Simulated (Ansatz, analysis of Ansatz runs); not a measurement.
# Moving an added hole between O sites in CdWO4 (P2/c), part 2 of 3

Aim: the energy barrier that a trapped hole meets when it moves from one O atom to another one nearby in CdWO4 (P2/c). The model is a cell of 72 host atoms.

Ansatz 0.2.0; plane-wave PAW DFT, PBEsol+U; relaxation of all atoms of a supercell at fixed charge in a uniform background; PAW set soft_1.

So far. Step 2 (The cell without the carrier): The largest displacement from an ideal site is 0.035 Å.

### Step 3. The hole on the first site

The nearest neighbour or neighbours of the site start displaced and the site's starting moment is changed by the carrier's spin, since a carrier doesn't trap itself in the undistorted lattice.

A.relax/input.yaml

```yaml
crystal:
  lattice:
    - [10.02752994, 5.89624109, 0.00166055]
    - [-5.01376497, 5.89624109, -0.00083027]
    - [-0.21088097, 0.0, 10.1137867]
  atoms:
    - { symbol: Cd, position: [0.061189, 0.623218, 0.375247] }
    - { symbol: Cd, position: [0.39448, 0.289868, 0.375133] }
    - { symbol: Cd, position: [0.727918, 0.956614, 0.375234] }
    - { symbol: Cd, position: [0.271618, 0.043174, 0.124677] }
    - { symbol: Cd, position: [0.604909, 0.709773, 0.124735] }
    - { symbol: Cd, position: [0.93832, 0.376628, 0.124778] }
    - { symbol: W, position: [0.057411, 0.116041, 0.375118] }
    - { symbol: W, position: [0.390738, 0.782701, 0.375138] }
    - { symbol: W, position: [0.72402, 0.44932, 0.375148] }
    - { symbol: W, position: [0.275361, 0.550462, 0.124799] }
    - { symbol: W, position: [0.608779, 0.217069, 0.12482] }
    - { symbol: W, position: [0.942073, 0.883741, 0.124799] }
    - { symbol: O, position: [0.298271, 0.797218, 0.027642] }
    - { symbol: O, position: [0.631607, 0.463883, 0.027615] }
    - { symbol: O, position: [0.964964, 0.130614, 0.027614] }
    - { symbol: O, position: [0.098206, 0.999395, 0.221991] }
    - { symbol: O, position: [0.43152, 0.665986, 0.22201] }
    - { symbol: O, position: [0.764846, 0.332695, 0.221954] }
    - { symbol: O, position: [0.034507, 0.869183, 0.472307] }
    - { symbol: O, position: [0.367823, 0.535825, 0.472292] }
    - { symbol: O, position: [0.701161, 0.202563, 0.472315] }
    - { symbol: O, position: [0.234559, 0.667096, 0.277924] }
    - { symbol: O, position: [0.567958, 0.333761, 0.277987] }
    - { symbol: O, position: [0.901282, 0.000462, 0.277924] }
    - { symbol: O, position: [0.039665, 0.324082, 0.306053] }
    - { symbol: O, position: [0.372947, 0.990693, 0.30604] }
    - { symbol: O, position: [0.706245, 0.657366, 0.306087] }
    - { symbol: O, position: [0.202402, 0.161444, 0.443109] }
    - { symbol: O, position: [0.535723, 0.828139, 0.443114] }
    - { symbol: O, position: [0.869052, 0.494718, 0.44306] }
    - { symbol: O, position: [0.293144, 0.342427, 0.193861] }
    - { symbol: O, position: [0.626551, 0.009077, 0.193926] }
    - { symbol: O, position: [0.959831, 0.67573, 0.193919] }
    - { symbol: O, position: [0.130358, 0.504998, 0.056807] }
    - { symbol: O, position: [0.463725, 0.171687, 0.056929] }
    - { symbol: O, position: [0.797077, 0.83837, 0.056845] }
    - { symbol: Cd, position: [0.061176, 0.62323, 0.875153] }
    - { symbol: Cd, position: [0.3945, 0.289894, 0.875288] }
    - { symbol: Cd, position: [0.727775, 0.956477, 0.875187] }
    - { symbol: Cd, position: [0.271664, 0.043258, 0.624759] }
    - { symbol: Cd, position: [0.605078, 0.710014, 0.624733] }
    - { symbol: Cd, position: [0.938286, 0.376531, 0.624699] }
    - { symbol: W, position: [0.057339, 0.116042, 0.875122] }
    - { symbol: W, position: [0.390711, 0.782624, 0.875108] }
    - { symbol: W, position: [0.724095, 0.449317, 0.875137] }
    - { symbol: W, position: [0.275453, 0.550426, 0.624803] }
    - { symbol: W, position: [0.620836, 0.221095, 0.630447] }
    - { symbol: W, position: [0.942117, 0.883798, 0.624808] }
    - { symbol: O, position: [0.298288, 0.797249, 0.527616] }
    - { symbol: O, position: [0.631584, 0.463907, 0.527679] }
    - { symbol: O, position: [0.964907, 0.130591, 0.527582] }
    - { symbol: O, position: [0.098157, 0.999367, 0.721894] }
    - { symbol: O, position: [0.431542, 0.666051, 0.721916] }
    - { symbol: O, position: [0.764875, 0.332706, 0.722004] }
    - { symbol: O, position: [0.034536, 0.869201, 0.972327] }
    - { symbol: O, position: [0.367859, 0.535887, 0.972309] }
    - { symbol: O, position: [0.701175, 0.202528, 0.972291] }
    - { symbol: O, position: [0.234644, 0.6671, 0.778005] }
    - { symbol: O, position: [0.567903, 0.333734, 0.777961] }
    - { symbol: O, position: [0.901276, 0.000421, 0.778015] }
    - { symbol: O, position: [0.039616, 0.324056, 0.806002] }
    - { symbol: O, position: [0.372953, 0.990672, 0.806067] }
    - { symbol: O, position: [0.70629, 0.657323, 0.806048] }
    - { symbol: O, position: [0.202396, 0.161369, 0.943018] }
    - { symbol: O, position: [0.53576, 0.828009, 0.943054] }
    - { symbol: O, position: [0.869098, 0.494773, 0.943106] }
    - { symbol: O, position: [0.2932, 0.342432, 0.693923] }
    - { symbol: O, position: [0.626487, 0.009142, 0.693905] }
    - { symbol: O, position: [0.959835, 0.675765, 0.693891] }
    - { symbol: O, position: [0.130396, 0.505077, 0.556912] }
    - { symbol: O, position: [0.463663, 0.171689, 0.556844], spin: 1.0 }
    - { symbol: O, position: [0.797041, 0.838419, 0.556907] }
total_charge: 1
basis:
  ecutwfc: 420
  xc_grid: 2
hamiltonian:
  xc: pbesol
  hubbard:
    sites: [{ species: O, l: p, u_eff: 6.0 }]
    projectors: ortho-atomic
  pseudopotentials: { kind: paw, azcp: { folder: soft_1 }, xc_functional: pbe }
kpoints:
  mp_grid: { grid: [1, 1, 1] }
magnetization:
  spin_polarized: true
  initial_magnetization: 1
  spin_locking: { lock_magnetization: hard }
scf:
  occupations: { method: fermi_dirac, width: 0.01 }
  max_iter: 120
  lower_state_search: "off"
output:
  forces: true
relax:
  f_tol: 0.015
  max_steps: 70
  escape_saddle: false
checkpoint:
  write: "../A.relax.run"
  compress: false
  write_wavefunctions: true
  write_every: 100000
```

Run with:

```
$ ansatz run input.yaml --threads 8 --pin off --max-ram 17899MiB --backend cpu --events-out ev --progress --plain --runs-dir out
```

Numbers of over 12 decimals in the logs are rounded to 6 here.

Output:

```text
[...]
Crystal: 72 atoms, lattice volume = 896.966 Å³
Basis set: ecut = 420 eV, 17501 PW (Γ), exchange–correlation on 160×108×144 points (8 copies of the dense FFT grid, shifted against one another)
Bands: 420, of which v1, the nominal top of the filled ones, is band 348 counted from 1 (347 counted from 0)
Symmetry: 1 space group operations
[...]
k-points: 1
[...]
Starting moments: Σ|m| = 1 μB on 1 of 72 sites
[...]
SCF iter   1: F=—  HF=-248171.586535 eV  |F-HF|=—  |Δ(HF+E_count)|=         —  Δρ=6.89e-2 (↑6.83e-2 ↓6.89e-2)  dr2=2.55e2  dr2_m=2.73e-1  M=1.000 μB ∫|m|=1.261 μB  β_m=0.30  ethr=3.10e-3  ⟨swp⟩=6.0  Hψ=2791  notcnv=0  defer=65
[...]
spin=Collinear: Resta preconditioning applied to the charge; magnetization (m = ρ↑ − ρ↓) channel mixes plain (no charge-response kernel on spin).
SCF iter   2: F=—  HF=-248137.446500 eV  |F-HF|=—  |Δ(HF+E_count)|=    3.41e1  Δρ=3.92e-2 (↑3.85e-2 ↓3.92e-2)  dr2=8.78e1  dr2_m=1.66e-1  M=1.000 μB ∫|m|=1.222 μB  β_m=0.49  ethr=3.10e-3  ⟨swp⟩=3.0  Hψ=1648  notcnv=0  defer=127
[...]
SCF iter  21: F=-248124.825577 eV  HF=-248124.825577 eV  |F-HF|=1.72e-7  |Δ(HF+E_count)|=   8.12e-7  Δρ=5.87e-6 (↑2.62e-6 ↓5.87e-6)  dr2=2.27e-7  dr2_m=1.03e-7  M=1.000 μB ∫|m|=1.288 μB  ethr=2.07e-10  ⟨swp⟩=1.0  Hψ=2096  notcnv=0
SCF 1 converged in 21 iterations: F = -248124.825577 eV  dr2 = 2.27e-7
[...]
relax step   1: F+E_penalty+E_count = -248124.82557709 eV  Δ(F+E_penalty+E_count) = +0.000e0 eV  max|allowed force component| = 2.122e0 eV/Å  Δτ_max = 0.0000 Å  (21 SCF iters, dr2 threshold 5.63e-6 eV, accepted)
[...]
relax step   2: F+E_penalty+E_count = -248125.17953234 eV  Δ(F+E_penalty+E_count) = -3.540e-1 eV  max|allowed force component| = 7.456e-1 eV/Å  Δτ_max = 0.0883 Å  (14 SCF iters, dr2 threshold 1.00e-4 eV, accepted)
relax step   3: F+E_penalty+E_count = -248125.24281199 eV  Δ(F+E_penalty+E_count) = -6.328e-2 eV  max|allowed force component| = 4.338e-1 eV/Å  Δτ_max = 0.0303 Å  (10 SCF iters, dr2 threshold 3.47e-5 eV, accepted)
relax step   4: F+E_penalty+E_count = -248125.26668430 eV  Δ(F+E_penalty+E_count) = -2.387e-2 eV  max|allowed force component| = 1.606e-1 eV/Å  Δτ_max = 0.0225 Å  (11 SCF iters, dr2 threshold 2.32e-5 eV, accepted)
relax step   5: F+E_penalty+E_count = -248125.27535097 eV  Δ(F+E_penalty+E_count) = -8.667e-3 eV  max|allowed force component| = 7.000e-2 eV/Å  Δτ_max = 0.0155 Å  (11 SCF iters, dr2 threshold 3.53e-6 eV, accepted)
relax step   6: F+E_penalty+E_count = -248125.27752132 eV  Δ(F+E_penalty+E_count) = -2.170e-3 eV  max|allowed force component| = 5.246e-2 eV/Å  Δτ_max = 0.0117 Å  (12 SCF iters, dr2 threshold 6.71e-7 eV, accepted)
relax step   7: F+E_penalty+E_count = -248125.27817648 eV  Δ(F+E_penalty+E_count) = -6.552e-4 eV  max|allowed force component| = 3.404e-2 eV/Å  Δτ_max = 0.0050 Å  (6 SCF iters, dr2 threshold 5.23e-7 eV, accepted)
relax step   8: F+E_penalty+E_count = -248125.27718696 eV  Δ(F+E_penalty+E_count) = +9.895e-4 eV  max|allowed force component| = 4.535e-2 eV/Å  Δτ_max = 0.0083 Å  (11 SCF iters, dr2 threshold 4.88e-7 eV, rejected (line search))
relax step   9: F+E_penalty+E_count = -248125.27837285 eV  Δ(F+E_penalty+E_count) = -1.964e-4 eV  max|allowed force component| = 1.544e-2 eV/Å  Δτ_max = 0.0022 Å  (12 SCF iters, accepted)
SCF iter   1: F=—  HF=-248125.278523 eV  |F-HF|=—  |Δ(HF+E_count)|=         —  Δρ=4.26e-5 (↑4.07e-5 ↓4.26e-5)  dr2=5.69e-5  dr2_m=3.64e-7  M=1.000 μB ∫|m|=1.177 μB  β_m=0.30  ethr=9.00e-8  ⟨swp⟩=4.5  Hψ=1835  notcnv=0  defer=137
[...]
SCF iter   5: F=-248125.278398 eV  HF=-248125.278398 eV  |F-HF|=4.83e-9  |Δ(HF+E_count)|=   2.47e-9  Δρ=1.37e-6 (↑7.89e-7 ↓1.37e-6)  dr2=3.36e-8  dr2_m=2.55e-9  M=1.000 μB ∫|m|=1.177 μB  ethr=1.44e-11  ⟨swp⟩=3.0  Hψ=2043  notcnv=0
SCF 10 converged in 5 iterations: F = -248125.278398 eV  dr2 = 3.36e-8
relax step  10: F+E_penalty+E_count = -248125.27839792 eV  Δ(F+E_penalty+E_count) = -2.506e-5 eV  max|allowed force component| = 1.025e-2 eV/Å  Δτ_max = 0.0008 Å  (5 SCF iters, accepted)
NSCF: frozen V_eff on 1 k-points
[...]
SCF converged after 5 iterations
Magnetization: 1.0000 μB (348.0000 up, 347.0000 down)
Absolute magnetization: 1.1783 μB (∫|ρ↑−ρ↓|, with the PAW one-centre terms)
[...]
Per-site moments (μB) at R_I (Å): [(1.018549952531097e-6, 0.915024), (0.0031213, 0.908235), (0.000210737, 0.910645), [... 69 left out ...]
Free energy (F): -248125.278398 eV
[...]
Internal energy: -248125.278398 eV  (E = F + TS)
E sigma→0 (E₀):  -248125.278398 eV
Fermi energy:    8.911588 (↑ 9.269631, ↓ 8.908609) eV
[...]
--- Forces (eV/Å), atoms counted from 1 ---
  atom   1  Cd    -0.00169419    -0.00303869    -0.00066532
  atom   2  Cd     0.00057378     0.00080070    -0.00031249
  [... 18 atoms left out ...]
  atom  21  O     -0.00220020    -0.00106505     0.00348296
  [... 16 atoms left out ...]
  atom  38  Cd    -0.00094200     0.00155196     0.00077527
  [... 8 atoms left out ...]
  atom  47  W      0.00922189     0.00145221    -0.00037492
  [... 2 atoms left out ...]
  atom  50  O     -0.00177574    -0.00152046     0.00245500
  [... 3 atoms left out ...]
  atom  54  O     -0.00179833    -0.00336104    -0.00146005
  [... 4 atoms left out ...]
  atom  59  O     -0.00062519     0.00022440    -0.00066542
  [... 2 atoms left out ...]
  atom  62  O     -0.00406259     0.00420503    -0.00287945
  [... 4 atoms left out ...]
  atom  67  O      0.00491128    -0.00382674     0.00252077
  atom  68  O     -0.00349653     0.00360610    -0.00227187
  [... 2 atoms left out ...]
  atom  71  O     -0.00176818    -0.00004935    -0.00062240
  [... 1 atom left out ...]
  max |Σ_I F_I| component: 6.72e-5 eV/Å
--- Band table (eV) ---
[...]
Occupation matrices written to <dir>
--- Relaxed structure (10 steps of the walk, 9 accepted, 0 SCFs on fresh bases) ---
  F+E_penalty+E_count = -248125.27839792 eV   max|allowed force component| = 1.025e-2 eV/Å
  atoms:
    - { symbol: Cd, position: [0.063631, 0.626473, 0.374373] }
    - { symbol: Cd, position: [0.391044, 0.291689, 0.370120] }
    [... 18 atoms left out ...]
    - { symbol: O, position: [0.702842, 0.198171, 0.472225] }
    [... 16 atoms left out ...]
    - { symbol: Cd, position: [0.392946, 0.287384, 0.874255] }
    [... 8 atoms left out ...]
    - { symbol: W, position: [0.632169, 0.225795, 0.632655] }
    [... 2 atoms left out ...]
    - { symbol: O, position: [0.631184, 0.458420, 0.527900] }
    [... 3 atoms left out ...]
    - { symbol: O, position: [0.770568, 0.331183, 0.723073] }
    [... 4 atoms left out ...]
    - { symbol: O, position: [0.570387, 0.336193, 0.776274] }
    [... 2 atoms left out ...]
    - { symbol: O, position: [0.372515, 0.990763, 0.804428] }
    [... 4 atoms left out ...]
    - { symbol: O, position: [0.295650, 0.341218, 0.691565] }
    - { symbol: O, position: [0.626323, 0.008560, 0.692345] }
    [... 2 atoms left out ...]
    - { symbol: O, position: [0.463558, 0.174696, 0.560750] }
    [... 1 atom left out ...]
```

The job ended after 2.6 min (8 threads of AMD EPYC 7B13 (Zen 3), shared host; peak memory 2.5 GiB).

Relaxation path:

| step | energy less that of the first step (eV) | largest force component (eV/Å) |
| --- | --- | --- |
| 1 | 0.0000 | 2.1216 |
| 2 | -0.3540 | 0.7456 |
| 3 | -0.4172 | 0.4338 |
| 4 | -0.4411 | 0.1606 |
| 5 | -0.4498 | 0.0700 |
| 6 | -0.4519 | 0.0525 |
| 7 | -0.4526 | 0.0340 |
| 8 | -0.4516 | 0.0454 |
| 9 | -0.4528 | 0.0154 |
| 10 | -0.4528 | 0.0102 |

Relaxation step 8 was tried and not accepted.

The atoms that moved most (Å):

```csv
atom,dx,dy,dz,length
W47,0.090,0.095,0.022,0.132
Cd42,0.068,0.097,-0.028,0.122
Cd40,-0.043,-0.090,0.022,0.102
W45,-0.042,0.008,0.070,0.082
O54,0.064,0.025,0.011,0.070
Cd2,-0.043,-0.010,-0.051,0.067
Cd39,0.019,-0.023,0.038,0.048
O71,-0.017,0.017,0.040,0.046
```

The moves above count from the input, in which the site's nearest neighbours were already displaced; the distances below compare with the cell without the carrier.

Distances from O71 without and with the hole:

```csv
atom,without (Å),with (Å)
W47,1.79,2.05
Cd2,2.24,2.33
Cd40,2.39,2.49
O50,2.74,2.70
O59,2.74,2.70
```

The largest changes of the moments are 0.82 μB on O71, 0.02 μB on O68 and -0.02 μB on W47. The largest part sits on the chosen site.

### Step 4. The hole on the second site

The same start is made on the second site, to get the end of the hop.

B.relax/input.yaml

```yaml
crystal:
  lattice:
    - [10.02752994, 5.89624109, 0.00166055]
    - [-5.01376497, 5.89624109, -0.00083027]
    - [-0.21088097, 0.0, 10.1137867]
  atoms:
    - { symbol: Cd, position: [0.061189, 0.623218, 0.375247] }
    - { symbol: Cd, position: [0.39448, 0.289868, 0.375133] }
[... 35 atom lines left out ...]
    - { symbol: Cd, position: [0.382941, 0.287037, 0.882013] }
[... 8 atom lines left out ...]
    - { symbol: W, position: [0.611865, 0.207679, 0.612947] }
[... 2 atom lines left out ...]
    - { symbol: O, position: [0.631584, 0.463907, 0.527679] }
[... 8 atom lines left out ...]
    - { symbol: O, position: [0.567903, 0.333734, 0.777961], spin: 1.0 }
[... 8 atom lines left out ...]
    - { symbol: O, position: [0.626487, 0.009142, 0.693905] }
[... 2 atom lines left out ...]
    - { symbol: O, position: [0.463663, 0.171689, 0.556844] }
    - { symbol: O, position: [0.797041, 0.838419, 0.556907] }
total_charge: 1
basis:
  ecutwfc: 420
  xc_grid: 2
hamiltonian:
  xc: pbesol
  hubbard:
    sites: [{ species: O, l: p, u_eff: 6.0 }]
    projectors: ortho-atomic
  pseudopotentials: { kind: paw, azcp: { folder: soft_1 }, xc_functional: pbe }
kpoints:
  mp_grid: { grid: [1, 1, 1] }
magnetization:
  spin_polarized: true
  initial_magnetization: 1
  spin_locking: { lock_magnetization: hard }
scf:
  occupations: { method: fermi_dirac, width: 0.01 }
  max_iter: 120
  lower_state_search: "off"
output:
  forces: true
relax:
  f_tol: 0.015
  max_steps: 70
  escape_saddle: false
checkpoint:
  write: "../B.relax.run"
  compress: false
  write_wavefunctions: true
  write_every: 100000
```

Output:

```text
[...]
Crystal: 72 atoms, lattice volume = 896.966 Å³
Basis set: ecut = 420 eV, 17501 PW (Γ), exchange–correlation on 160×108×144 points (8 copies of the dense FFT grid, shifted against one another)
Bands: 420, of which v1, the nominal top of the filled ones, is band 348 counted from 1 (347 counted from 0)
Symmetry: 1 space group operations
[...]
k-points: 1
[...]
Starting moments: Σ|m| = 1 μB on 1 of 72 sites
[...]
SCF iter   1: F=—  HF=-248171.295727 eV  |F-HF|=—  |Δ(HF+E_count)|=         —  Δρ=6.92e-2 (↑6.83e-2 ↓6.92e-2)  dr2=2.56e2  dr2_m=3.02e-1  M=1.000 μB ∫|m|=1.308 μB  β_m=0.30  ethr=3.10e-3  ⟨swp⟩=6.0  Hψ=2790  notcnv=0  defer=76
[...]
F+E_penalty+E_count = -248125.31998431 eV   max|allowed force component| = 6.994e-3 eV/Å
  atoms:
    - { symbol: Cd, position: [0.063884, 0.625863, 0.375624] }
    - { symbol: Cd, position: [0.392707, 0.289438, 0.375171] }
[...]
- { symbol: O, position: [0.703484, 0.193089, 0.464607] }
[...]
- { symbol: Cd, position: [0.377280, 0.283524, 0.882538] }
[...]
- { symbol: W, position: [0.616604, 0.212352, 0.611464] }
[...]
- { symbol: O, position: [0.635049, 0.460446, 0.527492] }
[...]
- { symbol: O, position: [0.756640, 0.331134, 0.723144] }
    [... 4 atoms left out ...]
    - { symbol: O, position: [0.555373, 0.328778, 0.783949] }
    [... 2 atoms left out ...]
    - { symbol: O, position: [0.372519, 0.991578, 0.805854] }
    [... 4 atoms left out ...]
    - { symbol: O, position: [0.292393, 0.341363, 0.692817] }
    - { symbol: O, position: [0.626137, 0.011671, 0.695246] }
    [... 2 atoms left out ...]
    - { symbol: O, position: [0.468731, 0.174108, 0.555073] }
    [... 1 atom left out ...]
[key lines of the parts left out:]
SCF converged after 7 iterations
Magnetization: 1.0000 μB (348.0000 up, 347.0000 down)
Free energy (F): -248125.319984 eV
Fermi energy:    9.004425 (↑ 9.439558, ↓ 9.001263) eV
```

Wall time 1.8 min (8 threads); peak memory 2.5 GiB; 13 min of CPU time.

Distances from O59 without and with the hole:

```
atom  without (Å)  with (Å)
 W47         1.91      2.16
 W45         2.11      2.30
Cd38         2.23      2.29
 O54         2.37      2.43
```

The largest changes of the moments are 0.84 μB on O59, 0.03 μB on O68 and 0.02 μB on O57. The largest part sits on the chosen site.

(Part 2 of 3 ends here.)

[Logs are printed without paths, hosts, clocks, repeated set-up lines and the standing remarks that a program may print on its own settings, such as how far it seeks lower states.]

[Hosts, paths, dates, database ids (printed as entryN), source tags and the programs' standing remarks are cut or masked in the printed files.]
